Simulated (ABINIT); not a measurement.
# BaTiO3 (P4mm): G0W0 with ABINIT, start to end, part 2 of 3

Wanted: ground state, empty states, screening and self-energy for BaTiO3 (P4mm).

ABINIT 10.8.3; PBE and many-body steps on it, plane waves. Known limits of the many-body steps: not at the basis limit; no spin-orbit coupling; coarse k mesh.

So far. Step 2 (Ground state): The gap is indirect, with the least direct gap 0.37 eV higher.

## Step 3: Bands along the symmetry lines

Level of this step: DFT, PBE, plane waves, norm-conserving pseudopotentials (ABINIT).

The cheap functional maps the bands first; the places of the edges decide which points the dearer methods must see.

run.abi reads:

```
acell 3*1.0 Angstrom
rprim 
  3.990480000000 0.000000000000 0.000000000000
  0.000000000000 3.990480000000 0.000000000000
  0.000000000000 0.000000000000 4.023030000000
ntypat 3
znucl 56 22 8
natom 5
typat 1 2 3 3 3
xred 
  0.000000000000 0.000000000000 0.000000000000
  0.500000000000 0.500000000000 0.522000000000
  0.500000000000 0.500000000000 0.979000000000
  0.500000000000 0.000000000000 0.488000000000
  0.000000000000 0.500000000000 0.488000000000
pp_dirpath "pseudos"
pseudos "Ba.upf, Ti.upf, O.upf"
ecut 38
iscf -2
irdden 1
kptopt 0
nkpt 75
kpt 
  0.00000000 0.00000000 0.00000000
  0.00000000 0.06250000 0.00000000
  0.00000000 0.12500000 0.00000000
  0.00000000 0.18750000 0.00000000
  0.00000000 0.25000000 0.00000000
  0.00000000 0.31250000 0.00000000
  0.00000000 0.37500000 0.00000000
  0.00000000 0.43750000 0.00000000
  0.00000000 0.50000000 0.00000000
  0.06250000 0.50000000 0.00000000
  0.12500000 0.50000000 0.00000000
  0.18750000 0.50000000 0.00000000
  0.25000000 0.50000000 0.00000000
  0.31250000 0.50000000 0.00000000
  0.37500000 0.50000000 0.00000000
  0.43750000 0.50000000 0.00000000
  0.50000000 0.50000000 0.00000000
  0.43750000 0.43750000 0.00000000
  0.37500000 0.37500000 0.00000000
  0.31250000 0.31250000 0.00000000
  0.25000000 0.25000000 0.00000000
  0.18750000 0.18750000 0.00000000
  0.12500000 0.12500000 0.00000000
  0.06250000 0.06250000 0.00000000
  0.00000000 0.00000000 0.00000000
  0.00000000 0.00000000 0.06250000
  0.00000000 0.00000000 0.12500000
  0.00000000 0.00000000 0.18750000
  0.00000000 0.00000000 0.25000000
  0.00000000 0.00000000 0.31250000
  0.00000000 0.00000000 0.37500000
  0.00000000 0.00000000 0.43750000
  0.00000000 0.00000000 0.50000000
  0.00000000 0.06250000 0.50000000
  0.00000000 0.12500000 0.50000000
  0.00000000 0.18750000 0.50000000
  0.00000000 0.25000000 0.50000000
  0.00000000 0.31250000 0.50000000
  0.00000000 0.37500000 0.50000000
  0.00000000 0.43750000 0.50000000
  0.00000000 0.50000000 0.50000000
  0.06250000 0.50000000 0.50000000
  0.12500000 0.50000000 0.50000000
  0.18750000 0.50000000 0.50000000
  0.25000000 0.50000000 0.50000000
  0.31250000 0.50000000 0.50000000
  0.37500000 0.50000000 0.50000000
  0.43750000 0.50000000 0.50000000
  0.50000000 0.50000000 0.50000000
  0.43750000 0.43750000 0.50000000
  0.37500000 0.37500000 0.50000000
  0.31250000 0.31250000 0.50000000
  0.25000000 0.25000000 0.50000000
  0.18750000 0.18750000 0.50000000
  0.12500000 0.12500000 0.50000000
  0.06250000 0.06250000 0.50000000
  0.00000000 0.00000000 0.50000000
  0.00000000 0.50000000 0.00000000
  0.00000000 0.50000000 0.06250000
  0.00000000 0.50000000 0.12500000
  0.00000000 0.50000000 0.18750000
  0.00000000 0.50000000 0.25000000
  0.00000000 0.50000000 0.31250000
  0.00000000 0.50000000 0.37500000
  0.00000000 0.50000000 0.43750000
  0.00000000 0.50000000 0.50000000
  0.50000000 0.50000000 0.00000000
  0.50000000 0.50000000 0.06250000
  0.50000000 0.50000000 0.12500000
  0.50000000 0.50000000 0.18750000
  0.50000000 0.50000000 0.25000000
  0.50000000 0.50000000 0.31250000
  0.50000000 0.50000000 0.37500000
  0.50000000 0.50000000 0.43750000
  0.50000000 0.50000000 0.50000000
istwfk *1
nband 27
nbdbuf 2
tolwfr 1e-08
nstep 40
prtwf 0
prtvol 0
indata_prefix "in"
outdata_prefix "out"
tmpdata_prefix "tmp"
```

Started as:

```
$ OMP_NUM_THREADS=1 mpirun -n 4 abinit run.abi > log
```

Numbers of over 12 decimals in the logs are rounded to 6 here.

The log of the run:

```text
.Version 10.8.3 of ABINIT. v10.8.2 released Aug 2026.

 Symmetries : space group P4 m m (# 99); Bravais tP (primitive tetrag.)
[... echo of the input left out ...]
== DATASET  1 ==================================================================
-   mpi_nproc: 4, omp_nthreads: 1 (-1 if OMP is not activated)

--- !DatasetInfo
iteration_state: {dtset: 1, }
dimensions: {natom: 5, nkpt: 75, mband: 27, nsppol: 1, nspinor: 1, nspden: 1, mpw: 4869, }
cutoff_energies: {ecut:  38.0, pawecutdg:  -1.0, }
electrons: {nelect:   4.00000000E+01, charge:   0.00000000E+00, occopt:   1.00000000E+00, tsmear:   1.00000000E-02, }

 Real(R)+Recip(G) space primitive vectors, cartesian coordinates (Bohr,Bohr^-1):
 R(1)=  7.5409143  0.0000000  0.0000000  G(1)=  0.1326099  0.0000000  0.0000000
 R(2)=  0.0000000  7.5409143  0.0000000  G(2)=  0.0000000  0.1326099  0.0000000
 R(3)=  0.0000000  0.0000000  7.6024249  G(3)=  0.0000000  0.0000000  0.1315370
 Unit cell volume ucvol=  4.3231485E+02 bohr^3
 Angles (23,13,12)=  9.00000000E+01  9.00000000E+01  9.00000000E+01 degrees

 getcut: wavevector=  0.0000  0.0000  0.0000  ngfft=  45  45  45
         ecut(hartree)=     38.000   => boxcut(ratio)=   2.08566

--- Pseudopotential description ------------------------------------------------
- Ba Generated using ONCVPSP code by D. R. Hamann
- 56.00000  10.00000  171031                  znucl, zion, pspdat
12 -101130 2 -1 1958                          pspcod,pspxc,lmax,lloc,mmax
     nproj     2     2     2
  pspatm : epsatm=   26.75150155
         --- l  ekb(1:nproj) -->
             0    6.667868    0.674319
             1    5.008801    0.408242
             2    2.532546    0.415477
 pspatm: atomic psp has been read  and splines computed

- Ti Generated using ONCVPSP code by D. R. Hamann
- 22.00000  12.00000  171031                  znucl, zion, pspdat
12 -101130 2 -1 1586                          pspcod,pspxc,lmax,lloc,mmax
     nproj     2     2     2
  pspatm : epsatm=   14.68144553
         --- l  ekb(1:nproj) -->
[...]
pspatm: atomic psp has been read  and splines computed

- O Generated using ONCVPSP code by D. R. Hamann
-  8.00000   6.00000  171031                  znucl, zion, pspdat
12 -101130 2 -1 936                           pspcod,pspxc,lmax,lloc,mmax
     nproj     2     2     1
  pspatm : epsatm=    6.19545534
         --- l  ekb(1:nproj) -->
[...]
2   -1.331955
 pspatm: atomic psp has been read  and splines computed

--------------------------------------------------------------------------------

================================================================================
 prteigrs : about to open file out_EIG
 Non-SCF case, kpt    1 (  0.00000  0.00000  0.00000), residuals and eigenvalues=
  8.68E-09  4.80E-09  1.77E-09  7.19E-09  5.64E-09  3.86E-09  6.74E-09  4.55E-09
[...]
Non-SCF case, kpt   74 (  0.50000  0.50000  0.43750), residuals and eigenvalues=
[...]
Non-SCF case, kpt   75 (  0.50000  0.50000  0.50000), residuals and eigenvalues=
[...]
1.0454E-01  1.0742E-01  1.5512E-01  1.5512E-01  1.5788E-01  2.4041E-01
  2.4041E-01  2.4688E-01  4.0297E-01  4.0341E-01  4.0341E-01  4.8473E-01
[...]
--- !ResultsGS
iteration_state: {dtset: 1, }
comment   : Summary of ground state results
lattice_vectors:
- [  7.5409143,   0.0000000,   0.0000000, ]
- [  0.0000000,   7.5409143,   0.0000000, ]
- [  0.0000000,   0.0000000,   7.6024249, ]
lattice_lengths: [   7.54091,    7.54091,    7.60242, ]
lattice_angles: [ 90.000,  90.000,  90.000, ] # degrees, (23, 13, 12)
lattice_volume:   4.3231485E+02
convergence: {deltae:  0.000E+00, res2:  0.000E+00, residm:  1.000E-08, diffor:  0.000E+00, }
etotal    :  -1.37385857E+02
entropy   :   0.00000000E+00
fermie    :   2.46877495E-01
cartesian_stress_tensor: null
pressure_GPa: null
xred      :
- [  0.0000E+00,   0.0000E+00,   0.0000E+00, Ba]
- [  5.0000E-01,   5.0000E-01,   5.2200E-01, Ti]
- [  5.0000E-01,   5.0000E-01,   9.7900E-01,  O]
- [  5.0000E-01,   0.0000E+00,   4.8800E-01,  O]
- [  0.0000E+00,   5.0000E-01,   4.8800E-01,  O]
cartesian_forces: null
force_length_stats: {min: null, max: null, mean: null, }

 Integrated electronic density in atomic spheres:
 ------------------------------------------------
 Atom  Sphere_radius  Integrated_density
[...]
================================================================================

 ----iterations are completed or convergence reached----

 Mean square residual over all n,k,spin=   58.867E-10; max=  99.996E-10
 reduced coordinates (array xred) for    5 atoms
[...]
cartesian coordinates (angstrom) at end:
    1      0.000000     0.000000     0.000000
    2      1.995240     1.995240     2.100022
    3      1.995240     1.995240     3.938546
    4      1.995240     0.000000     1.963239
    5      0.000000     1.995240     1.963239
 length scales=  1.889726125908  1.889726125908  1.889726125908 bohr
              =  1.000000000000  1.000000000000  1.000000000000 angstroms
 prteigrs : about to open file out_EIG
 Eigenvalues (hartree) for nkpt=  75  k points:
 kpt#   1, nband= 27, wtk=  1.00000, kpt=  0.0000  0.0000  0.0000 (reduced coord)
[...]
kpt#   2, nband= 27, wtk=  1.00000, kpt=  0.0000  0.0625  0.0000 (reduced coord)
[...]
kpt#   3, nband= 27, wtk=  1.00000, kpt=  0.0000  0.1250  0.0000 (reduced coord)
[...]
kpt#  74, nband= 27, wtk=  1.00000, kpt=  0.5000  0.5000  0.4375 (reduced coord)
[...]
0.49782    0.49782    0.53308
 kpt#  75, nband= 27, wtk=  1.00000, kpt=  0.5000  0.5000  0.5000 (reduced coord)
[...]
-0.14873   -0.14873   -0.14648    0.08159    0.10454    0.10742    0.15512    0.15512
   0.15788    0.24041    0.24041    0.24688    0.40297    0.40341    0.40341    0.48473
   0.49427    0.49427    0.53290

== END DATASET(S) ==============================================================
================================================================================

 -outvars: echo values of variables after computation  --------
            nband          27
             nkpt          75
          spgroup          99
 [... the other variables as echoed above ...]

 Calculation completed.
```

It took 96 s on 4 MPI ranks of Arm Neoverse V1, shared host; peak memory 0.41 GiB; 6.4 min of CPU time.

Numbers from this step:

```
gap                        : 1.851 eV
k of the valence top       : 0.5, 0.5, 0.5
k of the conduction bottom : 0, 0, 0
least direct gap           : 2.222 eV
```

The gap is 1.851 eV, as in the run before at this level.

The electronic bands at the labelled points (eV, zero at the top of the highest filled band):

| point | band 17 | band 18 | band 19 | band 20 | band 21 | band 22 | band 23 | band 24 |
| --- | --- | --- | --- | --- | --- | --- | --- | --- |
| Γ | -1.18 | -0.45 | -0.37 | -0.37 | 1.85 | 2.22 | 2.22 | 4.12 |
| halfway | -1.52 | -1.26 | -0.81 | -0.67 | 2.27 | 2.80 | 2.85 | 4.27 |
| X | -1.84 | -1.67 | -1.13 | -0.97 | 2.34 | 3.57 | 3.64 | 4.24 |
| halfway | -1.68 | -1.53 | -1.12 | -0.50 | 2.90 | 3.65 | 3.72 | 4.77 |
| M | -1.83 | -1.08 | -1.08 | -0.07 | 3.66 | 3.66 | 4.02 | 4.77 |
| halfway | -1.95 | -1.19 | -0.93 | -0.51 | 2.76 | 2.98 | 3.16 | 4.76 |
| Γ | -1.18 | -0.45 | -0.37 | -0.37 | 1.85 | 2.22 | 2.22 | 4.12 |
| halfway | -1.61 | -1.32 | -0.55 | -0.55 | 1.93 | 2.99 | 2.99 | 4.12 |
| Z | -1.96 | -1.94 | -0.71 | -0.71 | 2.00 | 3.68 | 3.68 | 4.12 |
| halfway | -1.43 | -1.30 | -1.11 | -0.67 | 2.87 | 3.69 | 3.72 | 4.79 |
| R | -1.75 | -0.92 | -0.89 | -0.25 | 3.60 | 3.70 | 4.02 | 4.96 |
| halfway | -2.49 | -0.62 | -0.53 | -0.21 | 3.89 | 3.91 | 4.14 | 6.26 |
| A | -2.42 | -0.18 | -0.18 | 0.00 | 4.25 | 4.26 | 4.26 | 6.47 |
| halfway | -2.17 | -0.89 | -0.72 | -0.66 | 3.36 | 3.80 | 3.84 | 6.00 |
| Z | -1.96 | -1.94 | -0.71 | -0.71 | 2.00 | 3.68 | 3.68 | 4.12 |
| jump to X | -1.84 | -1.67 | -1.13 | -0.97 | 2.34 | 3.57 | 3.64 | 4.24 |
| halfway | -1.48 | -1.41 | -1.22 | -0.64 | 3.05 | 3.59 | 3.75 | 4.82 |
| R | -1.75 | -0.92 | -0.89 | -0.25 | 3.60 | 3.70 | 4.02 | 4.96 |
| jump to M | -1.83 | -1.08 | -1.08 | -0.07 | 3.66 | 3.66 | 4.02 | 4.77 |
| halfway | -2.57 | -0.72 | -0.72 | -0.04 | 3.94 | 3.94 | 4.13 | 6.07 |
| A | -2.42 | -0.18 | -0.18 | 0.00 | 4.25 | 4.26 | 4.26 | 6.47 |

## Step 4: Empty states on the mesh, 4×4×4 mesh, 60 bands

The sums over transitions need many empty states on a uniform mesh; this step solves for them.

run.abi reads:

```
acell 3*1.0 Angstrom
rprim 
  3.990480000000 0.000000000000 0.000000000000
  0.000000000000 3.990480000000 0.000000000000
  0.000000000000 0.000000000000 4.023030000000
ntypat 3
znucl 56 22 8
natom 5
typat 1 2 3 3 3
xred 
  0.000000000000 0.000000000000 0.000000000000
  0.500000000000 0.500000000000 0.522000000000
  0.500000000000 0.500000000000 0.979000000000
  0.500000000000 0.000000000000 0.488000000000
  0.000000000000 0.500000000000 0.488000000000
pp_dirpath "pseudos"
pseudos "Ba.upf, Ti.upf, O.upf"
ecut 38
ngkpt 4 4 4
nshiftk 1
shiftk 0 0 0
kptopt 1
chksymbreak 0
iscf -2
irdden 1
istwfk *1
nband 60
nbdbuf 4
tolwfr 1e-09
nstep 60
prtvol 0
indata_prefix "in"
outdata_prefix "out"
tmpdata_prefix "tmp"
```

The log of the run:

```text
.Version 10.8.3 of ABINIT. v10.8.2 released Aug 2026.

 Symmetries : space group P4 m m (# 99); Bravais tP (primitive tetrag.)
[... echo of the input left out ...]
== DATASET  1 ==================================================================
-   mpi_nproc: 4, omp_nthreads: 1 (-1 if OMP is not activated)

--- !DatasetInfo
iteration_state: {dtset: 1, }
dimensions: {natom: 5, nkpt: 18, mband: 60, nsppol: 1, nspinor: 1, nspden: 1, mpw: 4868, }
cutoff_energies: {ecut:  38.0, pawecutdg:  -1.0, }
electrons: {nelect:   4.00000000E+01, charge:   0.00000000E+00, occopt:   1.00000000E+00, tsmear:   1.00000000E-02, }

 Real(R)+Recip(G) space primitive vectors, cartesian coordinates (Bohr,Bohr^-1):
 R(1)=  7.5409143  0.0000000  0.0000000  G(1)=  0.1326099  0.0000000  0.0000000
 R(2)=  0.0000000  7.5409143  0.0000000  G(2)=  0.0000000  0.1326099  0.0000000
 R(3)=  0.0000000  0.0000000  7.6024249  G(3)=  0.0000000  0.0000000  0.1315370
 Unit cell volume ucvol=  4.3231485E+02 bohr^3
 Angles (23,13,12)=  9.00000000E+01  9.00000000E+01  9.00000000E+01 degrees

 getcut: wavevector=  0.0000  0.0000  0.0000  ngfft=  45  45  45
         ecut(hartree)=     38.000   => boxcut(ratio)=   2.08566

--- Pseudopotential description ------------------------------------------------
- Ba Generated using ONCVPSP code by D. R. Hamann
- 56.00000  10.00000  171031                  znucl, zion, pspdat
12 -101130 2 -1 1958                          pspcod,pspxc,lmax,lloc,mmax
     nproj     2     2     2
  pspatm : epsatm=   26.75150155
         --- l  ekb(1:nproj) -->
             0    6.667868    0.674319
             1    5.008801    0.408242
             2    2.532546    0.415477
 pspatm: atomic psp has been read  and splines computed

- Ti Generated using ONCVPSP code by D. R. Hamann
- 22.00000  12.00000  171031                  znucl, zion, pspdat
12 -101130 2 -1 1586                          pspcod,pspxc,lmax,lloc,mmax
     nproj     2     2     2
  pspatm : epsatm=   14.68144553
         --- l  ekb(1:nproj) -->
[...]
pspatm: atomic psp has been read  and splines computed

- O Generated using ONCVPSP code by D. R. Hamann
-  8.00000   6.00000  171031                  znucl, zion, pspdat
12 -101130 2 -1 936                           pspcod,pspxc,lmax,lloc,mmax
     nproj     2     2     1
  pspatm : epsatm=    6.19545534
         --- l  ekb(1:nproj) -->
[...]
2   -1.331955
 pspatm: atomic psp has been read  and splines computed

--------------------------------------------------------------------------------

================================================================================
 prteigrs : about to open file out_EIG
 Non-SCF case, kpt    1 (  0.00000  0.00000  0.00000), residuals and eigenvalues=
  3.54E-10  9.59E-10  1.49E-10  2.24E-10  1.59E-10  9.97E-11  4.28E-10  3.77E-10
  1.75E-10  2.76E-10  2.04E-10  4.83E-10  6.52E-10  8.70E-10  2.75E-10  5.30E-10
  4.37E-10  3.19E-10  2.57E-10  8.66E-10  1.06E-10  3.91E-10  5.95E-10  3.52E-10
[...]
4.46E-09  5.96E-09  4.70E-08  1.77E-03
 -1.8290E+00 -9.5838E-01 -9.5571E-01 -9.5571E-01 -6.6700E-01 -3.7437E-01
 -3.5146E-01 -3.4702E-01 -1.2184E-01 -1.2184E-01 -1.2179E-01  1.5967E-01
  1.6067E-01  1.6067E-01  1.9522E-01  1.9522E-01  2.0348E-01  2.3045E-01
[...]
1.3034E+00  1.3034E+00  1.3823E+00  1.3877E+00  1.4068E+00  1.4068E+00
  1.4174E+00  1.4319E+00  1.4582E+00  1.4583E+00  1.4583E+00  1.5646E+00
 prteigrs : prtvol=0 or 1, do not print more k-points.

--- !ResultsGS
iteration_state: {dtset: 1, }
comment   : Summary of ground state results
lattice_vectors:
- [  7.5409143,   0.0000000,   0.0000000, ]
- [  0.0000000,   7.5409143,   0.0000000, ]
- [  0.0000000,   0.0000000,   7.6024249, ]
lattice_lengths: [   7.54091,    7.54091,    7.60242, ]
lattice_angles: [ 90.000,  90.000,  90.000, ] # degrees, (23, 13, 12)
lattice_volume:   4.3231485E+02
convergence: {deltae:  0.000E+00, res2:  0.000E+00, residm:  9.995E-10, diffor:  0.000E+00, }
etotal    :  -1.37385857E+02
entropy   :   0.00000000E+00
fermie    :   2.46877495E-01
cartesian_stress_tensor: null
pressure_GPa: null
xred      :
- [  0.0000E+00,   0.0000E+00,   0.0000E+00, Ba]
- [  5.0000E-01,   5.0000E-01,   5.2200E-01, Ti]
- [  5.0000E-01,   5.0000E-01,   9.7900E-01,  O]
- [  5.0000E-01,   0.0000E+00,   4.8800E-01,  O]
- [  0.0000E+00,   5.0000E-01,   4.8800E-01,  O]
cartesian_forces: null
force_length_stats: {min: null, max: null, mean: null, }

 Integrated electronic density in atomic spheres:
 ------------------------------------------------
 Atom  Sphere_radius  Integrated_density
[...]
================================================================================

 ----iterations are completed or convergence reached----

 Mean square residual over all n,k,spin=   48.737E-11; max=  99.951E-11
 reduced coordinates (array xred) for    5 atoms
[...]
0.500000000000      0.000000000000      0.488000000000
       0.000000000000      0.500000000000      0.488000000000

 cartesian coordinates (angstrom) at end:
    1      0.000000     0.000000     0.000000
    2      1.995240     1.995240     2.100022
    3      1.995240     1.995240     3.938546
    4      1.995240     0.000000     1.963239
    5      0.000000     1.995240     1.963239
 length scales=  1.889726125908  1.889726125908  1.889726125908 bohr
              =  1.000000000000  1.000000000000  1.000000000000 angstroms
 prteigrs : about to open file out_EIG
 Eigenvalues (hartree) for nkpt=  18  k points:
 kpt#   1, nband= 60, wtk=  0.01563, kpt=  0.0000  0.0000  0.0000 (reduced coord)
[...]
1.01710    1.01710    1.09072    1.09966    1.17495    1.18517    1.18517    1.30180
   1.30342    1.30342    1.38234    1.38771    1.40680    1.40680    1.41741    1.43188
   1.45816    1.45833    1.45833    1.56462
 prteigrs : prtvol=0 or 1, do not print more k-points.

== END DATASET(S) ==============================================================
================================================================================

 -outvars: echo values of variables after computation  --------
            nband          60
             nkpt          18
          spgroup          99
 [... the other variables as echoed above ...]

 Calculation completed.
```

It took 38 s on 4 MPI ranks; peak memory 0.35 GiB.

This step gave:

```
gap                                                           : 1.851 eV
k of the valence top                                          : 0.5, 0.5, 0.5
k of the conduction bottom                                    : 0, 0, 0
least direct gap                                              : 2.222 eV
k points computed                                             : 18
lowest point of the top converged band, above the valence top : 30.37 eV
```

On this mesh the gap is 1.851 eV.

[end of part 2 of 3]

[Paths, hosts, dates, memory and timing lines, banners, echoed tables and standing remarks are left out of the program output.]

[Logs are printed without paths, hosts, clocks, repeated set-up lines and the standing remarks that a program may print on its own settings, such as how far it seeks lower states.]

[Runs of the session that timed out or met a known fault of the program may be left out.]

[Hosts, paths, dates, database ids (printed as entryN), source tags and the programs' standing remarks are cut or masked in the printed files.]

[G0W0 gaps are taken among the corrected bands and points alone; a level outside them can change the order at an edge.]

[Where Ansatz stands beside ABINIT at settings called matched, ABINIT's density can come from a denser mesh and the files from another edition; pairs whose starting gaps differed by over 0.03 eV were left out, so agreement reads better than it is.]
